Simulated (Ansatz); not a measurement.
# Sb on Ti(0001), hcp start, 2x2 cell: photoemission fingerprints, part 4 of 4

What would XPS and UPS show for Sb on Ti(0001), hcp start, 2x2 cell? Spin–orbit coupling is left out of the bands throughout.

Ansatz 0.2.0; DFT, PBE, plane-wave PAW, default files, scalar-relativistic.

So far, work function, upper face (eV): step 2 (the clean face) 4.41; step 3 (relaxation) 4.71; step 4 (bands by layer) 4.71.

## 5. Core holes

Core levels are what XPS measures. Each chosen atom gets a core hole in a self-consistent pass of its own.

input.yaml reads:

```yaml
crystal:
  lattice:
    - [5.88, 0.0, 0.0]
    - [2.94, 5.0922293743, 0.0]
    - [0.0, 0.0, 23.725]
  atoms:
    - { symbol: Sb_h, position: [0.33412588, 0.3333296339, 0.7002661348] }
    - { symbol: Ti_h, position: [6.0057e-06, -4.336e-07, 0.6146876458] }
    - { symbol: Ti, position: [0.4977257338, 0.0044962355, 0.606542731] }
    - { symbol: Ti, position: [0.0046117995, 0.4976791204, 0.6065855491] }
    - { symbol: Ti_h, position: [0.4977962833, 0.4978185892, 0.6065004441] }
    - { symbol: Ti, position: [0.8379889781, 0.3241958822, 0.5160774435] }
    - { symbol: Ti, position: [0.3332915757, 0.3333325425, 0.5120543309] }
    - { symbol: Ti, position: [0.8379270394, 0.8378388413, 0.5160995634] }
    - { symbol: Ti, position: [0.3241623789, 0.8379616397, 0.5160545954] }
    - { symbol: Ti_h, position: [0.0, 0.0, 0.414120126] }
    - { symbol: Ti, position: [0.5, 0.0, 0.414120126] }
    - { symbol: Ti, position: [0.0, 0.5, 0.414120126] }
    - { symbol: Ti, position: [0.5, 0.5, 0.414120126] }
    - { symbol: Ti, position: [0.833333333, 0.333333333, 0.316122234] }
    - { symbol: Ti, position: [0.333333333, 0.333333333, 0.316122234] }
    - { symbol: Ti, position: [0.833333333, 0.833333333, 0.316122234] }
    - { symbol: Ti, position: [0.333333333, 0.833333333, 0.316122234] }
kpoints:
  mp_grid: { grid: [6, 6, 1] }
scf:
  occupations: { method: fermi_dirac, width: 0.05 }
  n_extra_bands: 14
hamiltonian:
  xc: pbe
  pseudopotentials: { kind: paw }
output:
  forces: true
  write_potential: true
  volumetric_format: []
  core_levels:
    shells: { Sb_h: "3d", Ti_h: "2p" }
    counted_from: fermi_level
    add_spin: always
efield:
  axis: 3
  dipole_correction: true
```

The run is started by

```sh
$ ansatz run input.yaml --threads 8 --pin off --max-ram 20480MiB --backend cpu --events-out ev --progress --plain --runs-dir out
```

Numbers of over 12 decimals in the logs are rounded to 6 here.

The log of the run:

```text
scf.n_extra_bands = 14 over 104 filled bands (N_el = 207.0): the run solves 118 bands
Engine: ansatz 0.2.0, aarch64-unknown-linux-gnu
Pseudopotentials: kind: paw
Pseudopotential: Sb, paw, valence charge 15, recommended cutoff 420 eV (normal), Sb.paw.azcp
Pseudopotential: Ti, paw, valence charge 12, recommended cutoff 420 eV (normal), Ti.paw.azcp
Functional definition: PBE
  parameter kappa = 0.804
  parameter beta = 0.066725
  exchange = pbe_x(kappa = kappa, mu = beta*pi^2/3)
  correlation = pbe_c(beta = beta)
Crystal: 17 atoms, lattice volume = 710.381 Å³
Basis set: ecut = 420 eV, 13831 PW (Γ), exchange–correlation on 80×80×320 points (8 copies of the dense FFT grid, shifted against one another)
Bands: 118, of which v1, the nominal top of the filled ones, is band 104 counted from 1 (103 counted from 0)
Symmetry: 1 space group operations
Space group: P1 (ITA 1), of the structure as read, at distance tolerance 8.9e-5 Å
k-points: 20 of 36 (time reversal used)
Non-local potential: Sb, projectors of the file, l = 0: 2, l = 1: 2, l = 2: 2, l = 3: 2
Non-local potential: Ti, projectors of the file, l = 0: 3, l = 1: 2, l = 2: 3, l = 3: 1
PAW form: soft (Blöchl's): semilocal exchange-correlation on the pseudo side does not see the compensation charge
PAW one-centre angular grid: Sb, 590 points (default); XC on 64 Gauss nodes
PAW one-centre angular grid: Ti, 590 points (default); XC on 64 Gauss nodes
Initial density: superposition of atomic densities (neutral atoms: chi_scale 0, normalization atom), corrected by the library's trained network
Initial wavefunctions: pseudopotential atomic-orbital guess
Functional: x = pbe(κ = 0.804, μ = 0.219515), c = pbe(β = 0.066725)
SCF iter   1: F=—  HF=-46473.513131 eV  |F-HF|=—  |Δ(HF+E_count)|=         —  Δρ=6.61e-3  dr2=1.43e0  ethr=1.77e-3  p=-0.102 e·Å  D=-2.60e-2 V/Å  ΔV_dip=0.62 eV  dr2_dipole=1.90e-2  V_vac-E_F(+/−)=4.75/4.15 eV  ⟨swp⟩=8.9  Hψ=10850  notcnv=0
efield: sawtooth ramp at fractional position 0.9582 (placed from the atoms, in the widest stretch of the axis that holds none; the zero of the levels goes with the place), width 0.1000; the density the first Hamiltonian is built on has a dipole p = -0.102 e·Å; the dipole correction subtracts the counter field D = -2.60e-2 V/Å, which shifts the + side's vacuum level by +0.62 eV against the − side's; the planar-averaged density in the ramp window peaks in size at 1.8e-4 e/Å³
preconditioner: auto → LDOS  [metal: Δε(μ)=0.026 eV  Ē_g=2.220 eV  σ=0.050 eV  W_gap=0.13  n_scr=124 (ndim 8)  ℏωp=11.6 eV  f_vac=0.495  D(μ)=28.41/eV (n_scr^D=266)  β→1.0]
[...]
--- Forces (eV/Å), atoms counted from 1 ---
  atom   1  Sb_h    -0.00241204    -0.00000986    -0.01533063
  atom   2  Ti_h     0.00018201    -0.00002933     0.00160685
  atom   3  Ti       0.00050315     0.01430780     0.00055251
  atom   4  Ti       0.01309216    -0.00722733     0.00103390
  atom   5  Ti_h    -0.01173274    -0.00702276     0.00002350
  atom   6  Ti      -0.00034691    -0.00494865     0.00125087
  atom   7  Ti       0.00044500     0.00001083    -0.00002576
  atom   8  Ti       0.00443163     0.00273293     0.00102718
  atom   9  Ti      -0.00419698     0.00219626     0.00161098
  atom  10  Ti_h    -0.00073383    -0.00000705    -0.33003282
  atom  11  Ti       0.00036941    -0.08467894    -0.63376730
  atom  12  Ti      -0.07321421     0.04248202    -0.63307880
  atom  13  Ti       0.07345612     0.04219528    -0.63441429
  atom  14  Ti      -0.00036374     0.03459437     0.55626607
  atom  15  Ti       0.00037325     0.00000015     0.57083258
  atom  16  Ti      -0.02988622    -0.01704697     0.55635286
  atom  17  Ti       0.03003195    -0.01755108     0.55616617
  max |Σ_I F_I| component: 7.39e-5 eV/Å
--- Band table (eV; the first three rows and the last of 20) ---
  k-point 0: bands = [... 100 lower, 3.3548, 3.3554, 3.4467, 3.5802, 3.7005, 3.7787, 3.7794, 3.8328, ... 10 higher]
  k-point 1: bands = [... 100 lower, 3.3125, 3.3161, 3.3421, 3.4328, 3.5075, 3.6021, 3.6777, 3.7065, ... 10 higher]
  k-point 2: bands = [... 100 lower, 3.0364, 3.1294, 3.1350, 3.1786, 3.2491, 3.3270, 3.3608, 3.3952, ... 10 higher]
  k-point 19: bands = [... 100 lower, 2.8189, 2.8490, 2.8717, 3.0033, 3.0976, 3.1342, 3.2131, 3.2490, ... 10 higher]
--- Core levels from the Fermi level (as output.core_levels.counted_from types it; a hole's nearest image at 5.9 Å) ---
  the holes have spin, as output.core_levels.add_spin types it
  atom         alike  shell      binding/eV   shift/eV difference/eV images/eV   SCF
  Sb_h 0           1     3d               –          –             –         –     –
  Ti_h 1           1     2p               –          –             –         –     –
  Ti_h 4           1     2p               –          –             –         –     –
  Ti_h 9           1     2p               –          –             –         –     –
  the dataset of Sb_h with a 3d hole: scattering error 0.016 eV; free atom: scalar-relativistic, large and small components
  the two lines of Sb_h's 3d: 3d3/2 +5.604 eV and 3d5/2 -3.736 eV off its levels, 2 : 3 in strength
  the dataset of Ti_h with a 2p hole: scattering error 0.003 eV; free atom: scalar-relativistic, large and small components
  the two lines of Ti_h's 2p: 2p1/2 +3.743 eV and 2p3/2 -1.871 eV off its levels, 1 : 2 in strength
  Ti_h 1 2p: not solved: the run was stopped or passed its maximum of memory
  Ti_h 4 2p: not solved: the run was stopped or passed its maximum of memory
  Ti_h 9 2p: not solved: the run was stopped or passed its maximum of memory
Error: SIGTERM received: cancelled by the caller after 9 completed SCF iterations, in an analysis behind the self-consistent cycle: that cycle's result was reported, and what else the deck asks for behind it is given out only as far as it was finished by then, or is formed of that: a new run makes the rest, from the state that this one saved, where it saved one
[key lines of the parts left out:]
SCF converged after 9 iterations
Free energy (F): -46473.442834 eV
Fermi energy:    3.158855 eV
Dipole field:    D = -0.011340 V/Å  (p = -0.044521 e·Å, saw-weighted, corrected)
Work function:   Φ+ = 4.7150 eV   Φ− = 4.4458 eV
```

Run time: 46 min. Hardware: 8 threads of Arm Neoverse V1, shared host; peak memory 7.4 GiB.

The run was cut off at the time limit after its SCF loop had closed; no result of it is taken.

The program's message: “Error: SIGTERM received: cancelled by the caller after 9 completed SCF iterations, in an analysis behind the self-consistent cycle: that cycle's result was reported, and what else the deck asks for be …”

## 6. Without the dipole correction

Leaving out the dipole correction shows the spurious field between unlike faces.

input.yaml reads:

```yaml
crystal:
  lattice:
    - [5.88, 0.0, 0.0]
    - [2.94, 5.0922293743, 0.0]
    - [0.0, 0.0, 23.725]
  atoms:
    - { symbol: Sb, position: [0.33412588, 0.3333296339, 0.7002661348] }
    - { symbol: Ti, position: [6.0057e-06, -4.336e-07, 0.6146876458] }
    - { symbol: Ti, position: [0.4977257338, 0.0044962355, 0.606542731] }
    - { symbol: Ti, position: [0.0046117995, 0.4976791204, 0.6065855491] }
    - { symbol: Ti, position: [0.4977962833, 0.4978185892, 0.6065004441] }
    - { symbol: Ti, position: [0.8379889781, 0.3241958822, 0.5160774435] }
    - { symbol: Ti, position: [0.3332915757, 0.3333325425, 0.5120543309] }
    - { symbol: Ti, position: [0.8379270394, 0.8378388413, 0.5160995634] }
    - { symbol: Ti, position: [0.3241623789, 0.8379616397, 0.5160545954] }
    - { symbol: Ti, position: [0.0, 0.0, 0.414120126] }
    - { symbol: Ti, position: [0.5, 0.0, 0.414120126] }
    - { symbol: Ti, position: [0.0, 0.5, 0.414120126] }
    - { symbol: Ti, position: [0.5, 0.5, 0.414120126] }
    - { symbol: Ti, position: [0.833333333, 0.333333333, 0.316122234] }
    - { symbol: Ti, position: [0.333333333, 0.333333333, 0.316122234] }
    - { symbol: Ti, position: [0.833333333, 0.833333333, 0.316122234] }
    - { symbol: Ti, position: [0.333333333, 0.833333333, 0.316122234] }
kpoints:
  mp_grid: { grid: [6, 6, 1] }
scf:
  occupations: { method: fermi_dirac, width: 0.05 }
  n_extra_bands: 20
hamiltonian:
  xc: pbe
  pseudopotentials: { kind: paw }
output:
  forces: true
  write_potential: true
  volumetric_format: []
  dos:
    projected:
      site_lists:
        adsorbate: [0]
        layer_1: [1, 2, 3, 4]
        layer_2: [5, 6, 7, 8]
        layer_3: [9, 10, 11, 12]
        other_layers: [13, 14, 15, 16]
    de: 0.05
    e_range: [-30, 12]
    method: { smearing: { sigma: 0.15, scheme: gaussian } }
```

The log of the run:

```text
[...]
Crystal: 17 atoms, lattice volume = 710.381 Å³
Basis set: ecut = 420 eV, 13831 PW (Γ), exchange–correlation on 80×80×320 points (8 copies of the dense FFT grid, shifted against one another)
Bands: 124, of which v1, the nominal top of the filled ones, is band 104 counted from 1 (103 counted from 0)
Symmetry: 1 space group operations
[...]
k-points: 20 of 36 (time reversal used)
[...]
SCF iter   1: F=—  HF=-46473.589328 eV  |F-HF|=—  |Δ(HF+E_count)|=         —  Δρ=1.09e-2  dr2=1.22e1  ethr=1.77e-3  ⟨swp⟩=9.2  Hψ=11298  notcnv=0
[...]
SCF iter   9: F=-46473.443356 eV  HF=-46473.443356 eV  |F-HF|=2.12e-8  |Δ(HF+E_count)|=   2.36e-7  Δρ=1.87e-6  dr2=2.76e-8  ethr=4.83e-11  ⟨swp⟩=18.2  Hψ=19136  notcnv=0
SCF 1 converged in 9 iterations: F = -46473.443356 eV  dr2 = 2.76e-8
[...]
SCF converged after 9 iterations
Free energy (F): -46473.443356 eV
[...]
Internal energy: -46473.205906 eV  (E = F + TS)
E sigma→0 (E₀):  -46473.324631 eV
Entropy (-TS):   -0.237450 eV (-13.968 meV/atom)
Fermi energy:    3.167074 eV
[...]
--- Forces (eV/Å), atoms counted from 1 ---
  atom   1  Sb    -0.00241027    -0.00001473    -0.01503321
  atom   2  Ti     0.00019244    -0.00001235     0.00108471
  atom   3  Ti     0.00048375     0.01293941     0.00105207
  atom   4  Ti     0.01188973    -0.00656459     0.00152674
  atom   5  Ti    -0.01052918    -0.00633699     0.00052731
  atom   6  Ti    -0.00033328    -0.00512213     0.00098150
  atom   7  Ti     0.00043399     0.00000591     0.00026485
  atom   8  Ti     0.00457602     0.00281545     0.00075136
  atom   9  Ti    -0.00434125     0.00229447     0.00133242
  atom  10  Ti    -0.00073345    -0.00000785    -0.33019091
  atom  11  Ti     0.00036879    -0.08466684    -0.63389497
  atom  12  Ti    -0.07320319     0.04247607    -0.63320530
  atom  13  Ti     0.07344505     0.04218998    -0.63454095
  atom  14  Ti    -0.00036586     0.03458655     0.55624208
  atom  15  Ti     0.00037539     0.00000074     0.57068360
  atom  16  Ti    -0.02987884    -0.01704214     0.55632902
  atom  17  Ti     0.03002468    -0.01754878     0.55614173
  max |Σ_I F_I| component: 5.21e-5 eV/Å
--- Band table (eV; the first three rows and the last of 20) ---
  k-point 0: bands = [... 100 lower, 3.3628, 3.3634, 3.4552, 3.5884, 3.7083, 3.7869, 3.7875, 3.8410, ... 16 higher]
  k-point 1: bands = [... 100 lower, 3.3211, 3.3241, 3.3503, 3.4411, 3.5153, 3.6102, 3.6858, 3.7147, ... 16 higher]
  k-point 2: bands = [... 100 lower, 3.0445, 3.1375, 3.1431, 3.1869, 3.2572, 3.3352, 3.3689, 3.4033, ... 16 higher]
  k-point 19: bands = [... 100 lower, 2.8270, 2.8571, 2.8797, 3.0112, 3.1059, 3.1424, 3.2212, 3.2571, ... 16 higher]
```

It took 43 s on 8 threads; peak memory 3.7 GiB.

Residual by cycle:

cycle, log10 residual and a bar from the least value:
```
        1        1.1 ##############################
        2       -0.9 #######################
        3       -1.7 ####################
        4       -2.7 #################
        5       -3.9 #############
        6       -4.6 ##########
        7       -5.7 ######
        8       -6.4 ####
        9       -7.6
```

The run finished; it serves as a test, and its numbers are not taken as the result.

## 7. Summary of results

| Item | Value |
| --- | --- |
| work function | 4.71 eV (other face 4.45 eV) |
| change from the clean face | +0.31 eV |
| Ti 3d centre of the filled part above −10 eV, from the plotted curve, layer 1 | -1.35 eV |
| Ti 3d centre of the filled part above −10 eV, from the plotted curve, layer 3 | -1.29 eV |

The Fermi level of Sb on Ti(0001), hcp start, 2x2 cell lies 4.71 eV (other face 4.45 eV) below the vacuum, a change of +0.31 eV from the clean face. The sign fits the charge transfer: Sb is more electronegative than the metal and draws charge outwards, a dipole that raises the barrier. Only the strongest levels a point were stored, too few to count surface states. After relaxation Sb1 stands 2.18 Å above the top layer, bonded to 3 Ti atoms at 2.78 Å. The bare lower face differs from the lower face of the clean 1×1 slab by 0.04 eV, a measure of the error from mesh and slab. A full set of core levels wasn't obtained: the run with holes didn't end in its time. At 21.2 eV the valence spectrum has its highest listed peak within 10.8 eV at 0.8 eV (Ti 3d). At 1486.7 eV the valence spectrum has its highest listed peaks within 13 eV at 1.1 eV (Ti 3d) and 8.6 eV (Sb 5s), and the deeper Sb 4d line at 28.2 eV is higher still (without the spin–orbit splitting that a measurement shows). The shell named is the one with most of the intensity, cross sections included, not always the one with most states there. In the main run, from 1486.7 eV towards hard X-rays the Sb 5s share grows by 16 points, as its cross section falls more slowly with photon energy than those of the shells it gains on. Semilocal functionals put filled localised shells such as Sb 4d too near the top of the filled states. Spin–orbit coupling is left out, which matters for the heavy atoms here. The slab's own atoms span 7.1 Å, so bulk bands appear as a few quantum-well levels, and states of the two faces can mix. The program warns of density or levels in the vacuum in some of these runs, so vacuum levels and energy differences can be a little off.

[Logs are printed without paths, hosts, clocks, repeated set-up lines and the standing remarks that a program may print on its own settings, such as how far it seeks lower states.]

[Hosts, paths, dates, database ids (printed as entryN), source tags and the programs' standing remarks are cut or masked in the printed files.]

[Maps of the electrostatic potential energy from Ansatz leave out the sawtooth potential of an applied field or a dipole correction, so their vacuum need not be flat; work functions include it.]
